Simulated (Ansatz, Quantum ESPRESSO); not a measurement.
# Ni (Fm-3m): electron–phonon coupling with Quantum ESPRESSO, part 2 of 2

Each step names its level of theory.

So far. Step 2 (Relaxing cell and atoms): The largest force is now zero by symmetry and the largest stress component 0.017 GPa. Step 3 (Ground state with pw.x): With these potentials, mesh and smearing the cell is at 0.20 GPa. The relaxed cell has a = 3.518 Å (conventional setting).

## Step 4: Phonons and couplings with ph.x: Fermi–Dirac smearing of 0.1 eV

Level of this step: DFT PBE, scalar-relativistic, plane waves, GBRV ultrasoft pseudopotentials (Quantum ESPRESSO).

ph.x gives each mode's frequency and linewidth; λ of a mode follows from Gaussian double-delta sums over the k mesh, here at four widths.

Input file ph.in:

```
phonons and couplings
&inputph
   prefix = 'x'
   outdir = './tmp'
   tr2_ph = 1.0d-15
   fildyn = 'x.dyn'
   fildvscf = 'dvscf'
   ldisp = .true.
   nq1 = 3
   nq2 = 3
   nq3 = 3
   electron_phonon = 'simple'
   el_ph_ngauss = 0
   el_ph_sigma = 0.00734986
   el_ph_nsigma = 4
   alpha_mix(1) = 0.5
   amass(1) = 58.6934
/
```

Run with:

```console
$ OMP_NUM_THREADS=1 mpirun -n 4 ph.x -nk 4 -in ph.in > ph.x.log
```

The log of the run:

```text
[banner, memory and clock lines left out]
Program PHONON v.7.5

     ./tmp/x.save/

     IMPORTANT: XC functional enforced from input :
     Exchange-correlation= PBE
                           (   1   4   3   4   0   0   0)
     Any further DFT definition will be discarded
     Please, verify this is what you really want

     G-vector sticks info

     Check: negative core charge=   -0.000015
     Reading collected, re-writing distributed wavefunctions in ./tmp/

     Dynamical matrices for ( 3, 3, 3)  uniform grid of q-points
     (   4 q-points):
       N         xq(1)         xq(2)         xq(3)
       1   0.000000000   0.000000000   0.000000000
       2   0.235702260   0.235702260  -0.235702260
       3   0.471404521  -0.000000000   0.000000000
       4  -0.000000000  -0.471404521   0.471404521

     Number and degeneracy of irreps per q-point
       N         xq(1)         xq(2)         xq(3)   N irreps
       1   0.000000000   0.000000000   0.000000000       1
        3
       2   0.235702260   0.235702260  -0.235702260       2
        1   2
       3   0.471404521  -0.000000000   0.000000000       2
        1   2
       4  -0.000000000  -0.471404521   0.471404521       3
     No degeneracy

     Saving dvscf to file. Distribute only q points, not irreducible representations.

     Calculation of q =    0.0000000   0.0000000   0.0000000

     phonons and couplings

     bravais-lattice index     =            0
     lattice parameter (alat)  =       4.7014  a.u.
     unit-cell volume          =      73.4806 (a.u.)^3
     number of atoms/cell      =            1
     number of atomic types    =            1
     kinetic-energy cut-off    =      52.0000  Ry
     charge density cut-off    =     416.0000  Ry
     convergence threshold     =      1.0E-15
     beta                      =       0.5000
     number of iterations used =            4
     Exchange-correlation= PBE
                           (   1   4   3   4   0   0   0)

     celldm(1)=    4.70142  celldm(2)=    0.00000  celldm(3)=    0.00000
     celldm(4)=    0.00000  celldm(5)=    0.00000  celldm(6)=    0.00000

     crystal axes: (cart. coord. in units of alat)
               a(1) = (  0.0000  0.7071  0.7071 )
               a(2) = (  0.7071  0.0000  0.7071 )
               a(3) = (  0.7071  0.7071  0.0000 )

     reciprocal axes: (cart. coord. in units 2 pi/alat)
               b(1) = ( -0.7071  0.7071  0.7071 )
               b(2) = (  0.7071 -0.7071  0.7071 )
               b(3) = (  0.7071  0.7071 -0.7071 )

     Atoms inside the unit cell:

     Cartesian axes

     site n.  atom      mass           positions (alat units)
        1  Ni     58.6934   tau(    1) = (    0.00000    0.00000    0.00000  )

     Computing dynamical matrix for
                    q = (   0.0000000   0.0000000   0.0000000 )

     49 Sym.Ops. (with q -> -q+G )

     G cutoff =  232.9121  (  10489 G-vectors)     FFT grid: ( 32, 32, 32)
     G cutoff =  116.4560  (   3719 G-vectors)  smooth grid: ( 24, 24, 24)

     number of k points=   240  Fermi-Dirac smearing, width (Ry)=  0.0073

     PseudoPot. # 1 for Ni read from file:
     ./pseudo/Ni.upf
     Pseudo is Ultrasoft + core correction, Zval = 18.0
     Using radial grid of  865 points,  6 beta functions with:
                l(1) =   0
                l(2) =   0
                l(3) =   1
                l(4) =   1
                l(5) =   2
                l(6) =   2
     Q(r) pseudized with 10 coefficients,  rinner =    0.980   0.980   0.980
                                                       0.980   0.980

     Mode symmetry, O_h (m-3m)  point group:

     Atomic displacements:
     There are    1 irreducible representations

     Representation     1      3 modes -  To be done

     Alpha used in Ewald sum =   2.8000

     Representation #   1 modes #   1   2   3

     Self-consistent Calculation

     Pert. #  1: Fermi energy shift (Ry) =     4.3082E-27     0.0000E+00
     Pert. #  2: Fermi energy shift (Ry) =     1.0771E-26    -2.1551E-38
     Pert. #  3: Fermi energy shift (Ry) =     9.1550E-27    -9.7958E-39

      thresh= 1.000E-02 alpha_mix =  0.500 |ddv_scf|^2 =  1.437E-05

     Pert. #  1: Fermi energy shift (Ry) =    -8.3472E-27     2.4489E-40
     Pert. #  2: Fermi energy shift (Ry) =    -9.2896E-27    -2.1428E-40
     Pert. #  3: Fermi energy shift (Ry) =    -3.9043E-27    -1.8367E-40

      thresh= 3.791E-04 alpha_mix =  0.500 |ddv_scf|^2 =  1.559E-06

     Pert. #  1: Fermi energy shift (Ry) =    -6.5970E-27    -1.5306E-40
     Pert. #  2: Fermi energy shift (Ry) =    -1.9185E-27    -6.1224E-41
     Pert. #  3: Fermi energy shift (Ry) =     1.9151E-26     3.5204E-40

      thresh= 1.249E-04 alpha_mix =  0.500 |ddv_scf|^2 =  1.040E-09

     Pert. #  1: Fermi energy shift (Ry) =     1.1982E-26     2.9894E-43
     Pert. #  2: Fermi energy shift (Ry) =    -4.0390E-28     4.7831E-42
     Pert. #  3: Fermi energy shift (Ry) =    -4.3419E-27    -7.6530E-42

      thresh= 3.224E-06 alpha_mix =  0.500 |ddv_scf|^2 =  4.074E-11

     Pert. #  1: Fermi energy shift (Ry) =     3.6351E-27     4.7831E-43
     Pert. #  2: Fermi energy shift (Ry) =    -3.3658E-28     7.1746E-43
     Pert. #  3: Fermi energy shift (Ry) =    -6.7653E-27     9.5662E-43

      thresh= 6.383E-07 alpha_mix =  0.500 |ddv_scf|^2 =  3.279E-12

     Pert. #  1: Fermi energy shift (Ry) =     4.9814E-27     1.1958E-42
     Pert. #  2: Fermi energy shift (Ry) =     4.8468E-27    -2.3915E-43
     Pert. #  3: Fermi energy shift (Ry) =     3.7529E-27    -7.6530E-42

      thresh= 1.811E-07 alpha_mix =  0.500 |ddv_scf|^2 =  2.354E-14

     Pert. #  1: Fermi energy shift (Ry) =     5.3853E-27     1.1958E-42
     Pert. #  2: Fermi energy shift (Ry) =    -5.9911E-27    -2.3915E-43
     Pert. #  3: Fermi energy shift (Ry) =     4.7794E-27    -7.6530E-42

      thresh= 1.534E-08 alpha_mix =  0.500 |ddv_scf|^2 =  6.453E-16

     End of self-consistent calculation

     Convergence has been achieved

     Number of q in the star =    1
     List of q in the star:
          1   0.000000000   0.000000000   0.000000000

     Diagonalizing the dynamical matrix

     q = (    0.000000000   0.000000000   0.000000000 )

 **************************************************************************
     freq (    1) =       0.226930 [THz] =       7.569566 [cm-1]
     freq (    2) =       0.226930 [THz] =       7.569566 [cm-1]
     freq (    3) =       0.226930 [THz] =       7.569566 [cm-1]
 **************************************************************************

     Mode symmetry, O_h (m-3m)  point group:

     freq (   1-   3) =          7.6  [cm-1]   --> T_1u G_15  G_4- I

     Gaussian Broadening:   0.007 Ry, ngauss=   0
[...]
celldm(1)=   4.701422  celldm(2)=   0.000000  celldm(3)=   0.000000
     celldm(4)=   0.000000  celldm(5)=   0.000000  celldm(6)=   0.000000

     crystal axes: (cart. coord. in units of alat)
               a(1) = (   0.000000   0.707107   0.707107 )
               a(2) = (   0.707107   0.000000   0.707107 )
               a(3) = (   0.707107   0.707107   0.000000 )

     reciprocal axes: (cart. coord. in units 2 pi/alat)
               b(1) = ( -0.707107  0.707107  0.707107 )
               b(2) = (  0.707107 -0.707107  0.707107 )
               b(3) = (  0.707107  0.707107 -0.707107 )

     PseudoPot. # 1 for Ni read from file:
     ./pseudo/Ni.upf
     Pseudo is Ultrasoft + core correction, Zval = 18.0
     Using radial grid of  865 points,  6 beta functions with:
[...]
l(5) =   2
                l(6) =   2
     Q(r) pseudized with 10 coefficients,  rinner =    0.980   0.980   0.980
                                                       0.980   0.980

     atomic species   valence    mass     pseudopotential
     Ni               18.00    58.69340     Ni( 1.00)

     Starting magnetic structure
     atomic species   magnetization
     Ni              0.040

     48 Sym. Ops., with inversion, found

   Cartesian axes

     site n.     atom                  positions (alat units)
         1        Ni     tau(   1) = (   0.0000000   0.0000000   0.0000000  )

     number of k points=  1920  Fermi-Dirac smearing, width (Ry)=  0.0073

     Number of k-points >= 100: set verbosity='high' to print them.

     Dense  grid:    10489 G-vectors     FFT dimensions: (  32,  32,  32)

     Smooth grid:     3719 G-vectors     FFT dimensions: (  24,  24,  24)

     Check: negative core charge=   -0.000015

     The potential is recalculated from file :
     ./tmp/_ph0/x.q_4/x.save/charge-density

     Starting wfcs are   13 atomic +    3 random wfcs

     Band Structure Calculation
     Davidson diagonalization with overlap

     ethr =  5.56E-11,  avg # of iterations = 12.1

     End of band structure calculation

     Number of k-points >= 100: set verbosity='high' to print the bands.

     the Fermi energy is    17.8712 ev

     Writing config to output data dir ./tmp/_ph0/x.q_4/x.save/ :
     XML data file

     phonons and couplings

     bravais-lattice index     =            0
     lattice parameter (alat)  =       4.7014  a.u.
     unit-cell volume          =      73.4806 (a.u.)^3
     number of atoms/cell      =            1
     number of atomic types    =            1
     kinetic-energy cut-off    =      52.0000  Ry
     charge density cut-off    =     416.0000  Ry
     convergence threshold     =      1.0E-15
     beta                      =       0.5000
     number of iterations used =            4
     Exchange-correlation= PBE
                           (   1   4   3   4   0   0   0)

     celldm(1)=    4.70142  celldm(2)=    0.00000  celldm(3)=    0.00000
     celldm(4)=    0.00000  celldm(5)=    0.00000  celldm(6)=    0.00000

     crystal axes: (cart. coord. in units of alat)
               a(1) = (  0.0000  0.7071  0.7071 )
               a(2) = (  0.7071  0.0000  0.7071 )
               a(3) = (  0.7071  0.7071  0.0000 )

     reciprocal axes: (cart. coord. in units 2 pi/alat)
               b(1) = ( -0.7071  0.7071  0.7071 )
               b(2) = (  0.7071 -0.7071  0.7071 )
               b(3) = (  0.7071  0.7071 -0.7071 )

     Atoms inside the unit cell:

     Cartesian axes

     site n.  atom      mass           positions (alat units)
        1  Ni     58.6934   tau(    1) = (    0.00000    0.00000    0.00000  )

     Computing dynamical matrix for
                    q = (  -0.0000000  -0.4714045   0.4714045 )

      4 Sym.Ops. (no q -> -q+G )

     G cutoff =  232.9121  (  10489 G-vectors)     FFT grid: ( 32, 32, 32)
     G cutoff =  116.4560  (   3719 G-vectors)  smooth grid: ( 24, 24, 24)

     number of k points=  3840  Fermi-Dirac smearing, width (Ry)=  0.0073

     PseudoPot. # 1 for Ni read from file:
     ./pseudo/Ni.upf
     Pseudo is Ultrasoft + core correction, Zval = 18.0
     Using radial grid of  865 points,  6 beta functions with:
                l(1) =   0
                l(2) =   0
                l(3) =   1
                l(4) =   1
                l(5) =   2
                l(6) =   2
     Q(r) pseudized with 10 coefficients,  rinner =    0.980   0.980   0.980
                                                       0.980   0.980

     Mode symmetry, C_2v (mm2)  point group:

     Atomic displacements:
     There are    3 irreducible representations

     Representation     1      1 modes -  To be done

     Representation     2      1 modes -  To be done

     Representation     3      1 modes -  To be done

     Alpha used in Ewald sum =   2.8000

     Representation #   1 mode #   1

     Self-consistent Calculation

[...]
End of self-consistent calculation

     Convergence has been achieved

     Representation #   2 mode #   2

     Self-consistent Calculation

[...]
End of self-consistent calculation

     Convergence has been achieved

     Representation #   3 mode #   3

     Self-consistent Calculation

[...]
thresh= 2.322E-03 alpha_mix =  0.500 |ddv_scf|^2 =  6.137E-06

      thresh= 2.477E-04 alpha_mix =  0.500 |ddv_scf|^2 =  6.514E-07

      thresh= 8.071E-05 alpha_mix =  0.500 |ddv_scf|^2 =  3.745E-09

      thresh= 6.120E-06 alpha_mix =  0.500 |ddv_scf|^2 =  6.584E-11

      thresh= 8.114E-07 alpha_mix =  0.500 |ddv_scf|^2 =  2.548E-12

      thresh= 1.596E-07 alpha_mix =  0.500 |ddv_scf|^2 =  5.182E-13

      thresh= 7.198E-08 alpha_mix =  0.500 |ddv_scf|^2 =  1.941E-14

      thresh= 1.393E-08 alpha_mix =  0.500 |ddv_scf|^2 =  3.930E-16

     End of self-consistent calculation

     Convergence has been achieved

     Number of q in the star =   12
     List of q in the star:
[...]
5  -0.471404521   0.471404521  -0.000000000
          6   0.471404521  -0.471404521   0.000000000
          7  -0.471404521  -0.471404521  -0.000000000
          8  -0.000000000   0.471404521  -0.471404521
          9   0.471404521  -0.000000000  -0.471404521
         10   0.471404521  -0.000000000   0.471404521
         11  -0.471404521   0.000000000  -0.471404521
         12  -0.471404521   0.000000000   0.471404521

     Diagonalizing the dynamical matrix

     q = (   -0.000000000  -0.471404521   0.471404521 )

 **************************************************************************
     freq (    1) =       5.380865 [THz] =     179.486341 [cm-1]
     freq (    2) =       7.319308 [THz] =     244.145831 [cm-1]
     freq (    3) =       7.433914 [THz] =     247.968666 [cm-1]
 **************************************************************************

     Mode symmetry, C_2v (mm2)  point group:

     freq (   1-   1) =        179.5  [cm-1]   --> B_1  D_3  S_3
     freq (   2-   2) =        244.1  [cm-1]   --> B_2  D_4  S_4
     freq (   3-   3) =        248.0  [cm-1]   --> A_1  D_1  S_1

     Gaussian Broadening:   0.007 Ry, ngauss=   0
     DOS = 11.850872 states/spin/Ry/Unit Cell at Ef= 17.881251 eV
     double delta at Ef =523.093645
[...]
Gaussian Broadening:   0.015 Ry, ngauss=   0
     DOS = 11.051312 states/spin/Ry/Unit Cell at Ef= 17.872025 eV
     double delta at Ef =427.529405
[...]
lambda(    2)=  0.0996   gamma=   56.32 GHz
     lambda(    3)=  0.1453   gamma=   84.75 GHz

     Gaussian Broadening:   0.022 Ry, ngauss=   0
     DOS = 10.670821 states/spin/Ry/Unit Cell at Ef= 17.867485 eV
     double delta at Ef =379.927273
     lambda(    1)=  0.1320   gamma=   38.94 GHz
     lambda(    2)=  0.1033   gamma=   56.40 GHz
     lambda(    3)=  0.1372   gamma=   77.26 GHz

     Gaussian Broadening:   0.029 Ry, ngauss=   0
     DOS = 10.390951 states/spin/Ry/Unit Cell at Ef= 17.871295 eV
     double delta at Ef =334.139990
     lambda(    1)=  0.1281   gamma=   36.81 GHz
     lambda(    2)=  0.1011   gamma=   53.73 GHz
     lambda(    3)=  0.1263   gamma=   69.24 GHz
```

Elapsed: 17 min, on 4 MPI ranks of Intel Xeon Platinum 8375C at 2.90GHz (Ice Lake), shared host.

Numbers from this step:

```yaml
highest_frequency_solved_or_plainly_interpolated: 264.4 cm⁻¹
omega_log_against_width: 24.04, 23.95, 24, 23.95 meV, at widths 0.1 to 0.4 eV
```

As ph.x prints them, no sum rule imposed; at the zone centre the sum is no linewidth. Double-delta sums:

| q1 | q2 | q3 | star | mode | omega (meV) | lambda_q, sigma 0.1 eV | lambda_q, sigma 0.2 eV | lambda_q, sigma 0.3 eV | lambda_q, sigma 0.4 eV | half width at sigma 0.2 (meV) |
| --- | --- | --- | --- | --- | --- | --- | --- | --- | --- | --- |
| 0 | 0 | 0 | 1 | 1 | 0.9385 | 0 | 0 | 0 | 0 | 4.14e-5 |
| 0 | 0 | 0 | 1 | 2 | 0.9385 | 0 | 0 | 0 | 0 | 4.14e-5 |
| 0 | 0 | 0 | 1 | 3 | 0.9385 | 0 | 0 | 0 | 0 | 4.14e-5 |
| 0 | 0 | 0.3333 | 8 | 1 | 15.65 | 0.1454 | 0.1246 | 0.1135 | 0.1065 | 0.07787 |
| 0 | 0 | 0.3333 | 8 | 2 | 15.65 | 0.1454 | 0.1246 | 0.1135 | 0.1065 | 0.07787 |
| 0 | 0 | 0.3333 | 8 | 3 | 32.78 | 0.0707 | 0.0577 | 0.0483 | 0.0425 | 0.1581 |
| 0 | 0.3333 | 0.3333 | 6 | 1 | 22.92 | 0.0672 | 0.0737 | 0.0749 | 0.0728 | 0.09876 |
| 0 | 0.3333 | 0.3333 | 6 | 2 | 22.92 | 0.0672 | 0.0737 | 0.0749 | 0.0728 | 0.09876 |
| 0 | 0.3333 | 0.3333 | 6 | 3 | 32.34 | 0.0831 | 0.0753 | 0.0677 | 0.0599 | 0.201 |
| 0 | 0.3333 | -0.3333 | 12 | 1 | 22.25 | 0.1161 | 0.1214 | 0.132 | 0.1281 | 0.1534 |
| 0 | 0.3333 | -0.3333 | 12 | 2 | 30.27 | 0.1073 | 0.0996 | 0.1033 | 0.1011 | 0.2329 |
| 0 | 0.3333 | -0.3333 | 12 | 3 | 30.74 | 0.1778 | 0.1453 | 0.1372 | 0.1263 | 0.3505 |

Mean over the q mesh without its centre; few wavevectors enter, so none of the widths can be taken as converged. Coupling constant λ, lambda against Gaussian width:

| Gaussian width (eV) | coupling constant λ, lambda |
| --- | --- |
| 0.100 | 0.347 |
| 0.200 | 0.315 |
| 0.300 | 0.307 |
| 0.400 | 0.290 |

λ runs from 0.347 at 0.1 eV to 0.290 at 0.4 eV.

## Step 5: Summary of results

```json
{
  "phonon run of the rows without a label of their own": "PBE, q 3×3×3, k 15×15×15",
  "coupling λ by Gaussian sums at 0.2 eV, Quantum ESPRESSO, GBRV, cutoff 707 eV, q 3×3×3, k 15×15×15": "0.315"
}
```

In words: Under gradient-corrected functionals ph.x can misplace modes where the density is low; no frozen-phonon run checks these frequencies. In the last run that gave them, λ from the Gaussian sums is steady within 19 % between widths of 0.1 and 0.4 eV; these sums hold few wavevectors and leave out the zone centre. The magnetic order is the one that this small cell was started in and need not be the ground state.

[Logs are printed without paths, hosts, clocks, repeated set-up lines and the standing remarks that a program may print on its own settings, such as how far it seeks lower states.]

[Hosts, paths, dates, database ids (printed as entryN), source tags and the programs' standing remarks are cut or masked in the printed files.]
